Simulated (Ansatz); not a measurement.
# MgO (Periclase, Fm-3m): from the cell to its phonons

Task: relax MgO (Periclase, Fm-3m), then find its harmonic phonons.

Main program and level: Ansatz 0.2.0; DFT LDA, scalar-relativistic, plane waves, PAW.

**What experiment says.**

For MgO, rock-salt (unstrained reference value), “Band gap bowing in NixMg1−xO” (2016, pmc:4977526) quotes earlier work: lattice constant a (cubic lattice constant, quoted from earlier experiment) 4.212 Å [literature experimental value used as input for Vegard's law in the calculations; sample …].

For MgO, rocksalt (bulk crystal), “Electronic structure of alkaline earth and post-transition metal oxides” (2009, arxiv:0908.1581) quotes earlier work: band gap (literature experimental gap) 7.83 eV [Literature value based on experiment; other listed experimental values range from 7.7 to …].

For MgO, rocksalt (wedged single crystal slab, 295 K), “Infrared Optical Properties of Ferropericlase (Mg1-xFexO): Experiment and Theory” (2007, arxiv:0704.2267) gives, by infrared reflectance, oscillator fit: ε∞ (high-frequency dielectric constant) 2.95 ± 0.1; infrared mode (TO phonon at Gamma (T1u)) 396.5 cm⁻¹.

The database entry behind the starting cell differs from later determinations by our own check (about 0.1 % long), so it need not match the best structure at ambient conditions.

### Step 1. Set-up

The structure is cubic, space group Fm-3m (No. 225). The conventional cell has a = 4.217 Å, b = 4.217 Å, c = 4.217 Å, α = 90.00°, β = 90.00°, γ = 90.00°. Nearest to Mg lie 6 O at 2.11 Å. Nearest to O lie 6 Mg at 2.11 Å. Farther neighbours and most contacts between anions are not listed.

### Step 2. Bringing the structure to rest

The cell and atoms are relaxed, since residual forces and stress would shift the frequencies.

input.yaml

```yaml
crystal:
  lattice:
    - [0.0, 2.1085, 2.1085]
    - [2.1085, 0.0, 2.1085]
    - [2.1085, 2.1085, 0.0]
  atoms:
    - { symbol: Mg, position: [0.0, 0.0, 0.0] }
    - { symbol: O, position: [0.5, 0.5, 0.5] }
kpoints:
  mp_grid: { grid: [8, 8, 8] }
hamiltonian:
  xc: lda
scf:
  occupations: { method: gaussian, width: 0.02 }
output:
  forces: true
  stress: true
  eigenvalues: true
relax:
  adjacent_minimum: "off"
  f_tol: 0.005
  max_steps: 80
  cell: { stress_tol: 0.05 }
```

Command:

```sh
$ ansatz run input.yaml --threads 4 --pin off --max-ram 7168MiB --backend cpu --events-out ev --progress --plain --runs-dir out
```

Numbers of over 12 decimals in the logs are rounded to 6 here.

The log of the run:

```text
Engine: ansatz 0.2.0, aarch64-unknown-linux-gnu
Pseudopotentials: kind: paw
Pseudopotential: Mg, paw, valence charge 10, recommended cutoff 420 eV (normal), Mg.paw.azcp
Pseudopotential: O, paw, valence charge 6, recommended cutoff 420 eV (normal), O.paw.azcp
Functional definition: SPW92
  exchange = slater_x
  correlation = pw_c
Crystal: 2 atoms, lattice volume = 18.748 Å³
Basis set: ecut = 420 eV, 339 PW (Γ)
Bands: 12, of which v1, the nominal top of the filled ones, is band 8 counted from 1 (7 counted from 0)
Symmetry: 48 space group operations
Space group: Fm-3m (ITA 225), of the structure as read, at distance tolerance 2.7e-5 Å
k-points: 29 of 512
Non-local potential: Mg, projectors of the file, l = 0: 3, l = 1: 2, l = 2: 1
Non-local potential: O, projectors of the file, l = 0: 2, l = 1: 2, l = 2: 1
PAW form: soft (Blöchl's): semilocal exchange-correlation on the pseudo side does not see the compensation charge
PAW frozen core: Mg, regenerated for the run's functional, and the local potential with it (the file was generated under x = pbe(κ = 0.804, μ = 0.219515), c = pbe(β = 0.066725))
PAW frozen core: O, regenerated for the run's functional, and the local potential with it (the file was generated under x = pbe(κ = 0.804, μ = 0.219515), c = pbe(β = 0.066725))
PAW one-centre angular grid: Mg, 110 points (default); XC on 64 Gauss nodes
PAW one-centre angular grid: O, 110 points (default); XC on 64 Gauss nodes
Initial density: superposition of atomic densities (neutral atoms: chi_scale 0, normalization atom), corrected by the library's trained network
Initial wavefunctions: pseudopotential atomic-orbital guess
Functional: x = slater, c = lda
SCF iter   1: F=—  HF=-2460.065875 eV  |F-HF|=—  |Δ(HF+E_count)|=         —  Δρ=1.72e-2  dr2=4.43e-2  ethr=1.77e-3  ⟨swp⟩=5.9  Hψ=2075  notcnv=0
preconditioner: auto → none  [insulator: Δε(μ)=4.471 eV  Ē_g=18.067 eV  σ=0.020 eV  W_gap=1.00  n_scr=8 (ndim 8)  ℏωp=24.3 eV  f_vac=0.000  D(μ)=0.00/eV (n_scr^D=0)  ε∞_Penn≈2.8]
SCF iter   2: F=—  HF=-2460.051113 eV  |F-HF|=—  |Δ(HF+E_count)|=   1.48e-2  Δρ=5.34e-3  dr2=5.08e-3  ethr=2.77e-4  ⟨swp⟩=2.0  Hψ=690  notcnv=0
SCF iter   3: F=—  HF=-2460.049394 eV  |F-HF|=—  |Δ(HF+E_count)|=   1.72e-3  Δρ=8.87e-4  dr2=8.50e-5  ethr=3.17e-5  ⟨swp⟩=2.3  Hψ=543  notcnv=0
SCF iter   4: F=—  HF=-2460.049352 eV  |F-HF|=—  |Δ(HF+E_count)|=   4.27e-5  Δρ=8.21e-5  dr2=7.58e-7  ethr=5.31e-7  ⟨swp⟩=2.2  Hψ=498  notcnv=0
iter 5 did not close the SCF: its close was put off for the readings that it lacked (scf_convergence_deferred on its scf_iter line)
SCF iter   5: F=-2460.049352 eV  HF=-2460.049352 eV  |F-HF|=4.36e-9  |Δ(HF+E_count)|=   2.04e-7  Δρ=9.15e-6  dr2=6.79e-9  ethr=4.74e-9  ⟨swp⟩=2.3  Hψ=529  notcnv=0
SCF iter   6: F=-2460.049352 eV  HF=-2460.049352 eV  |F-HF|=3.18e-12  |Δ(HF+E_count)|=   4.46e-9  Δρ=4.88e-7  dr2=2.03e-11  ethr=4.24e-11  ⟨swp⟩=1.7  Hψ=1060  notcnv=0
SCF 1 converged in 6 iterations: F = -2460.049352 eV  dr2 = 2.03e-11
  greatest PAW one-centre occupation: 1.000 electrons in one spin orbital (limit 2), on the Mg atom at site 0 (counted from 0), in its partial waves of l = 1
relax step   1: F+E_penalty+E_count = -2460.04935155 eV  Δ(F+E_penalty+E_count) = +0.000e0 eV  max|allowed force component| = 3.879e-30 eV/Å  Δτ_max = 0.0000 Å  P = -6.573 GPa  Ω = 18.748 Å³  (6 SCF iters, dr2 threshold 1.00e-7 eV, accepted)
Crystal: 2 atoms, lattice volume = 18.421 Å³
Initial density: handed on by an earlier stage of this run
Initial wavefunctions: those handed on with the density
iter 1 solved again at ethr=2.99e-6 eV; its pass at ethr=3.10e-3 eV (dr2=4.78e-4 eV) is discarded
SCF iter   1: F=—  HF=-2460.061822 eV  |F-HF|=—  |Δ(HF+E_count)|=         —  Δρ=1.84e-3  dr2=4.77e-4  ethr=2.99e-6  ⟨swp⟩=2.1  Hψ=2451  notcnv=0
preconditioner: auto → none  [insulator: Δε(μ)=4.807 eV  Ē_g=18.409 eV  σ=0.020 eV  W_gap=1.00  n_scr=8 (ndim 8)  ℏωp=24.5 eV  f_vac=0.000  D(μ)=0.00/eV (n_scr^D=0)  ε∞_Penn≈2.8]
SCF iter   2: F=—  HF=-2460.061686 eV  |F-HF|=—  |Δ(HF+E_count)|=   1.36e-4  Δρ=5.71e-4  dr2=4.79e-5  ethr=2.98e-6  ⟨swp⟩=2.4  Hψ=439  notcnv=0
SCF iter   3: F=—  HF=-2460.061675 eV  |F-HF|=—  |Δ(HF+E_count)|=   1.10e-5  Δρ=1.03e-4  dr2=1.01e-6  ethr=2.99e-7  ⟨swp⟩=2.2  Hψ=437  notcnv=0
iter 4 did not close the SCF: its close was put off for the readings that it lacked (scf_convergence_deferred on its scf_iter line)
SCF iter   4: F=-2460.061675 eV  HF=-2460.061675 eV  |F-HF|=9.82e-9  |Δ(HF+E_count)|=   1.74e-8  Δρ=8.19e-6  dr2=8.28e-9  ethr=6.31e-9  ⟨swp⟩=1.4  Hψ=395  notcnv=0
iter 5 did not close the SCF: its close was put off for the readings that it lacked (scf_convergence_deferred on its scf_iter line)
SCF iter   5: F=-2460.061675 eV  HF=-2460.061675 eV  |F-HF|=1.09e-11  |Δ(HF+E_count)|=   3.91e-9  Δρ=1.80e-6  dr2=2.93e-10  ethr=5.18e-11  ⟨swp⟩=2.1  Hψ=572  notcnv=0
SCF iter   6: F=-2460.061675 eV  HF=-2460.061675 eV  |F-HF|=3.64e-12  |Δ(HF+E_count)|=  3.46e-11  Δρ=2.36e-7  dr2=3.36e-12  ethr=1.83e-12  ⟨swp⟩=1.0  Hψ=1014  notcnv=0
SCF 2 converged in 6 iterations: F = -2460.061675 eV  dr2 = 3.36e-12
relax step   2: F+E_penalty+E_count = -2460.06167463 eV  Δ(F+E_penalty+E_count) = -1.232e-2 eV  max|allowed force component| = 5.949e-30 eV/Å  Δτ_max = 0.0000 Å  P = -3.776 GPa  Ω = 18.421 Å³  energy of the carried Pulay correction = +1.736e-3 eV  (6 SCF iters, dr2 threshold 2.00e-7 eV, accepted)
Crystal: 2 atoms, lattice volume = 17.998 Å³
iter 1 solved again at ethr=5.33e-6 eV; its pass at ethr=3.10e-3 eV (dr2=8.54e-4 eV) is discarded
SCF iter   1: F=—  HF=-2460.069055 eV  |F-HF|=—  |Δ(HF+E_count)|=         —  Δρ=2.56e-3  dr2=9.02e-4  ethr=5.33e-6  ⟨swp⟩=1.0  Hψ=2525  notcnv=0
preconditioner: auto → none  [insulator: Δε(μ)=5.045 eV  Ē_g=18.683 eV  σ=0.020 eV  W_gap=1.00  n_scr=8 (ndim 8)  ℏωp=24.8 eV  f_vac=0.000  D(μ)=0.00/eV (n_scr^D=0)  ε∞_Penn≈2.8]
SCF iter   2: F=—  HF=-2460.068793 eV  |F-HF|=—  |Δ(HF+E_count)|=   2.62e-4  Δρ=7.73e-4  dr2=8.75e-5  ethr=5.33e-6  ⟨swp⟩=2.3  Hψ=488  notcnv=0
SCF iter   3: F=—  HF=-2460.068769 eV  |F-HF|=—  |Δ(HF+E_count)|=   2.35e-5  Δρ=1.45e-4  dr2=1.86e-6  ethr=5.47e-7  ⟨swp⟩=2.1  Hψ=432  notcnv=0
iter 4 did not close the SCF: its close was put off for the readings that it lacked (scf_convergence_deferred on its scf_iter line)
SCF iter   4: F=-2460.068769 eV  HF=-2460.068769 eV  |F-HF|=2.30e-9  |Δ(HF+E_count)|=   3.26e-8  Δρ=5.15e-6  dr2=3.85e-9  ethr=1.16e-8  ⟨swp⟩=1.4  Hψ=383  notcnv=0
iter 5 did not close the SCF: its close was put off for the readings that it lacked (scf_convergence_deferred on its scf_iter line)
SCF iter   5: F=-2460.068769 eV  HF=-2460.068769 eV  |F-HF|=5.68e-11  |Δ(HF+E_count)|=   1.11e-9  Δρ=1.92e-6  dr2=2.38e-10  ethr=2.41e-11  ⟨swp⟩=2.0  Hψ=578  notcnv=0
SCF iter   6: F=-2460.068769 eV  HF=-2460.068769 eV  |F-HF|=0.00e0  |Δ(HF+E_count)|=  1.36e-12  Δρ=2.09e-7  dr2=2.70e-12  ethr=1.48e-12  ⟨swp⟩=1.0  Hψ=1047  notcnv=0
SCF 3 converged in 6 iterations: F = -2460.068769 eV  dr2 = 2.70e-12
relax step   3: F+E_penalty+E_count = -2460.06876933 eV  Δ(F+E_penalty+E_count) = -7.095e-3 eV  max|allowed force component| = 4.355e-30 eV/Å  Δτ_max = 0.0000 Å  P = +0.215 GPa  Ω = 17.998 Å³  energy of the carried Pulay correction = +4.032e-3 eV  (6 SCF iters, dr2 threshold 2.00e-7 eV, accepted)
[...]
relax step   4: F+E_penalty+E_count = -2460.06866150 eV  Δ(F+E_penalty+E_count) = +1.078e-4 eV  max|allowed force component| = 9.614e-30 eV/Å  Δτ_max = 0.0000 Å  P = -0.006 GPa  Ω = 18.020 Å³  energy of the carried Pulay correction = +3.910e-3 eV  (6 SCF iters, dr2 threshold 1.16e-7 eV, accepted)
[...]
relax step   5: F+E_penalty+E_count = -2460.06544597 eV  Δ(F+E_penalty+E_count) = +3.216e-3 eV  max|allowed force component| = 1.164e-29 eV/Å  Δτ_max = 0.0000 Å  P = -0.324 GPa  Ω = 18.020 Å³  stress off target by 3.24e-1 GPa  SCF on the basis re-selected at this cell (its energy is not comparable with the rows above)  (6 SCF iters)
[...]
relax step   6: F+E_penalty+E_count = -2460.06565523 eV  Δ(F+E_penalty+E_count) = -2.093e-4 eV  max|allowed force component| = 7.511e-30 eV/Å  Δτ_max = 0.0000 Å  P = -0.003 GPa  Ω = 17.988 Å³  energy of the carried Pulay correction = +1.759e-4 eV  (6 SCF iters, dr2 threshold 2.00e-7 eV, accepted)
iter 1 solved again at ethr=9.40e-8 eV; its pass at ethr=3.10e-3 eV (dr2=1.50e-5 eV) is discarded
SCF iter   1: F=—  HF=-2460.065493 eV  |F-HF|=—  |Δ(HF+E_count)|=         —  Δρ=1.86e-5  dr2=9.24e-9  ethr=9.40e-8  ⟨swp⟩=3.0  Hψ=2980  notcnv=0
preconditioner: auto → none  [insulator: Δε(μ)=5.034 eV  Ē_g=18.674 eV  σ=0.020 eV  W_gap=1.00  n_scr=8 (ndim 8)  ℏωp=24.8 eV  f_vac=0.000  D(μ)=0.00/eV (n_scr^D=0)  ε∞_Penn≈2.8]
SCF iter   2: F=—  HF=-2460.065493 eV  |F-HF|=—  |Δ(HF+E_count)|=   4.42e-7  Δρ=8.28e-6  dr2=1.46e-9  ethr=5.77e-11  ⟨swp⟩=2.0  Hψ=553  notcnv=0
SCF iter   3: F=—  HF=-2460.065493 eV  |F-HF|=—  |Δ(HF+E_count)|=  5.43e-10  Δρ=1.22e-6  dr2=3.14e-11  ethr=9.10e-12  ⟨swp⟩=2.1  Hψ=454  notcnv=0
iter 4 did not close the SCF: its close was put off for the readings that it lacked (scf_convergence_deferred on its scf_iter line)
SCF iter   4: F=-2460.065493 eV  HF=-2460.065493 eV  |F-HF|=4.55e-13  |Δ(HF+E_count)|=  2.18e-11  Δρ=7.11e-8  dr2=3.09e-13  ethr=1.00e-12  ⟨swp⟩=1.1  Hψ=350  notcnv=0
iter 5 did not close the SCF: its close was put off for the readings that it lacked (scf_convergence_deferred on its scf_iter line)
SCF iter   5: F=-2460.065493 eV  HF=-2460.065493 eV  |F-HF|=4.55e-13  |Δ(HF+E_count)|=  4.55e-13  Δρ=2.18e-8  dr2=2.56e-14  ethr=1.00e-12  ⟨swp⟩=1.0  Hψ=348  notcnv=0
iter 6 did not close the SCF: its close was put off for the readings that it lacked (scf_convergence_deferred on its scf_iter line)
SCF iter   6: F=-2460.065493 eV  HF=-2460.065493 eV  |F-HF|=4.55e-13  |Δ(HF+E_count)|=    0.00e0  Δρ=3.11e-9  dr2=7.86e-16  ethr=1.00e-12  ⟨swp⟩=1.0  Hψ=348  notcnv=0
iter 7 did not close the SCF: its close was put off for the readings that it lacked (scf_convergence_deferred on its scf_iter line)
SCF iter   7: F=-2460.065493 eV  HF=-2460.065493 eV  |F-HF|=0.00e0  |Δ(HF+E_count)|=    0.00e0  Δρ=3.50e-10  dr2=6.46e-18  ethr=1.00e-12  ⟨swp⟩=1.0  Hψ=348  notcnv=0
SCF iter   8: F=-2460.065493 eV  HF=-2460.065493 eV  |F-HF|=4.55e-13  |Δ(HF+E_count)|=    0.00e0  Δρ=5.42e-11  dr2=3.64e-19  ethr=1.00e-12  ⟨swp⟩=2.0  Hψ=892  notcnv=0
SCF 7 converged in 8 iterations: F = -2460.065493 eV  dr2 = 3.64e-19
relax step   7: F+E_penalty+E_count = -2460.06549295 eV  Δ(F+E_penalty+E_count) = +1.623e-4 eV  max|allowed force component| = 3.862e-30 eV/Å  Δτ_max = 0.0000 Å  P = -0.011 GPa  Ω = 17.988 Å³  stress off target by 1.13e-2 GPa  SCF on the basis re-selected at this cell (its energy is not comparable with the rows above)  (8 SCF iters)
basis re-selected at this cell: Δ(F+E_penalty+E_count) = +1.623e-4 eV, ΔP = -0.008 GPa vs the last step (what re-selecting the basis moved, of the pressure what is left beyond the Pulay correction that the steps carried, after the strain that the cell walked since its last selection, with what the two solves' SCF thresholds leave and, on support functions, any second-order correction that the steps lacked; it is no m [...]
SCF converged after 8 iterations
Free energy (F): -2460.065493 eV
Harris-Foulkes:  -2460.065493 eV  (|F-HF|=4.55e-13)
Internal energy: -2460.065493 eV  (E = F + TS)
E sigma→0 (E₀):  -2460.065493 eV
Fermi energy:    10.757485 eV
--- Per-component energies (eV) ---
  E_band       = -287.661047
  E_kinetic    = 255.766942
  E_local      = -1577.321783  (includes V_loc(G=0)·N_el)
  E_nonlocal   = 145.613123
  E_hartree    = 543.390316
  E_xc         = -104.028487
  E_vxc        = -134.275315  (∫ρ·V_xc dr)
  E_paw        = -417.986478  (= ΣΔE_a)
  E_vpaw       = -64.227291  (= ΣTr[D̂ρ^β])
  E_aug_tail   = 0.002646  (compensation charges beyond the density's cutoff)
  E_ewald      = -1305.749172
  E_core_change = 0.247401  (= ΣΔE_core)
  E_smearing   = -0.000000  (= −TS)
  E_closure    = -0.000000  (closes the sum)
  Σ components = -2460.065493   (vs F -2460.065493, Δ=0.00e0)
--- Forces (eV/Å), atoms counted from 1 ---
  atom   1  Mg    -0.00000000     0.00000000     0.00000000
  atom   2  O      0.00000000    -0.00000000     0.00000000
  max |Σ_I F_I| component: 7.00e-30 eV/Å
--- Stress (GPa, compression-positive) ---
       -0.011260      -0.000000      -0.000000
       -0.000000      -0.011260      -0.000000
       -0.000000      -0.000000      -0.011260
  P = ⅓ Tr σ = -0.0113 GPa (-0.113 kbar)
--- Band table (eV; the first three rows and the last of 29) ---
  k-point 0: bands = [... 4 lower, -8.9621, 8.2403, 8.2403, 8.2403, 13.2746, 23.9939, 23.9939, 23.9939]
  k-point 1: bands = [... 4 lower, -8.7746, 7.2636, 8.1290, 8.1290, 14.1746, 22.3268, 24.3713, 24.3713]
  k-point 2: bands = [... 4 lower, -8.2852, 5.4801, 7.8717, 7.8717, 15.5721, 20.8419, 24.9250, 24.9250]
  k-point 28: bands = [... 4 lower, -7.1554, 5.1347, 5.1347, 6.3660, 19.9518, 19.9518, 20.5811, 24.0019]
--- Relaxed structure (5 steps of the walk, 5 accepted, 2 SCFs on fresh bases) ---
  F+E_penalty+E_count = -2460.06549295 eV   max|allowed force component| = 3.862e-30 eV/Å   (the final SCF, on the basis selected at the relaxed cell)
  cell:  # Å, volume = 17.9876 Å³
    - [0, 2.079608, 2.079608]
    - [2.079608, 0, 2.079608]
    - [2.079608, 2.079608, 0]
  atoms:
    - { symbol: Mg, position: [0, 0, 0] }
    - { symbol: O, position: [0.5, 0.5, 0.5] }
```

It took 5.9 s on 4 threads of Arm Neoverse N1, shared host; peak memory 0.26 GiB; 8.2 s of CPU time.

The steps of the relaxation:

```
step  energy less that of the first step (eV)  largest force component (eV/Å)  pressure (GPa)  volume (Å³)
   1                                   0.0000                          0.0000           -6.57        18.75
   2                                  -0.0123                          0.0000           -3.78        18.42
   3                                  -0.0194                          0.0000            0.22        18.00
   4                                  -0.0193                          0.0000           -0.01        18.02
  5*                                  -0.0161                          0.0000           -0.32        18.02
   6                                  -0.0163                          0.0000            0.00        17.99
  7*                                  -0.0161                          0.0000           -0.01        17.99
```

Relaxation steps marked * repeat the geometry before them on a plane-wave basis chosen anew for their cell, so energy and pressure can jump there.

The run keeps the 48 symmetry operations that it works with, so distortions that break them were not tested.

```
conventional cell, symmetrised  before  after  change
                         a (Å)   4.217  4.159  -1.4 %
                         b (Å)   4.217  4.159  -1.4 %
                         c (Å)   4.217  4.159  -1.4 %
              volume (Å³/atom)    9.37   8.99  -4.1 %
```

Final coordinates:

```cif
data_structure
_symmetry_space_group_name_H-M 'P 1'
_symmetry_Int_Tables_number 1
_cell_length_a 2.9410
_cell_length_b 2.9410
_cell_length_c 2.9410
_cell_angle_alpha 60.000
_cell_angle_beta 60.000
_cell_angle_gamma 60.000
_cell_volume 17.99
loop_
_atom_site_label
_atom_site_type_symbol
_atom_site_fract_x
_atom_site_fract_y
_atom_site_fract_z
_atom_site_occupancy
Mg1 Mg 0.00000 0.00000 0.00000 1
O2 O 0.50000 0.50000 0.50000 1
```

Numbers from this step:

* pressure: -0.01126 GPa
* gap on the k-mesh: 5.034 eV
* volume per atom: 8.994 Å³
* direct gap on mesh: 5.034 eV

In this step the volume went from 9.37 to 8.99 Å³/atom.

### Step 3. Tight relaxation

Phonons need a cell at rest on their own settings, so the relaxation is repeated with tight tolerances on forces and stress on the k mesh and occupations of the first response run.

input.yaml, the sections that differ from step 2:

```yaml
crystal:
  lattice:
    - [0.0, 2.0796078462, 2.0796078462]
    - [2.0796078462, 0.0, 2.0796078462]
    - [2.0796078462, 2.0796078462, 0.0]
  atoms:
    - { symbol: Mg, position: [0.0, 0.0, 0.0] }
    - { symbol: O, position: [0.5, 0.5, 0.5] }
scf:
  occupations: { method: fixed }
relax:
  adjacent_minimum: "off"
  f_tol: 0.001
  max_steps: 60
  cell: { stress_tol: 0.01 }
# kpoints, hamiltonian, output: as in step 2
```

The log of the run:

```text
[...]
Crystal: 2 atoms, lattice volume = 17.988 Å³
Basis set: ecut = 420 eV, 339 PW (Γ)
Bands: 12, of which v1, the nominal top of the filled ones, is band 8 counted from 1 (7 counted from 0)
Symmetry: 48 space group operations
[...]
k-points: 29 of 512
[...]
k-point 28: bands = [... 4 lower, -7.1551, 5.1349, 5.1349, 6.3662, 19.9523, 19.9523, 20.5818, 24.0026]
--- Relaxed structure (2 steps of the walk, 2 accepted, 1 SCFs on fresh bases) ---
[...]
cell:  # Å, volume = 17.9872 Å³
    - [0, 2.079590, 2.079590]
    - [2.079590, 0, 2.079590]
    - [2.079590, 2.079590, 0]
  atoms:
    - { symbol: Mg, position: [0, 0, 0] }
    - { symbol: O, position: [0.5, 0.5, 0.5] }
[key lines of the parts left out:]
SCF converged after 5 iterations
Free energy (F): -2460.065495 eV
Fermi energy:    8.240621 eV
P = ⅓ Tr σ = -0.0068 GPa (-0.068 kbar)
```

The job ended after 2.1 s (4 threads; peak memory 0.25 GiB).

Little changed from the start: no atom moved by 0.005 Å and no cell edge by 0.1 %.

Numbers from this step:

```yaml
pressure: -0.006765 GPa
gap_on_the_k_mesh: 5.035 eV
direct_gap_on_mesh: 5.035 eV
```

The forces vanish by symmetry and the pressure is -0.007 GPa, within the tolerances set. The cell now holds 8.99 Å³/atom.

(Continued in part 2 of 3.)

[Logs are printed without paths, hosts, clocks, repeated set-up lines and the standing remarks that a program may print on its own settings, such as how far it seeks lower states.]

[Hosts, paths, dates, database ids (printed as entryN), source tags and the programs' standing remarks are cut or masked in the printed files.]
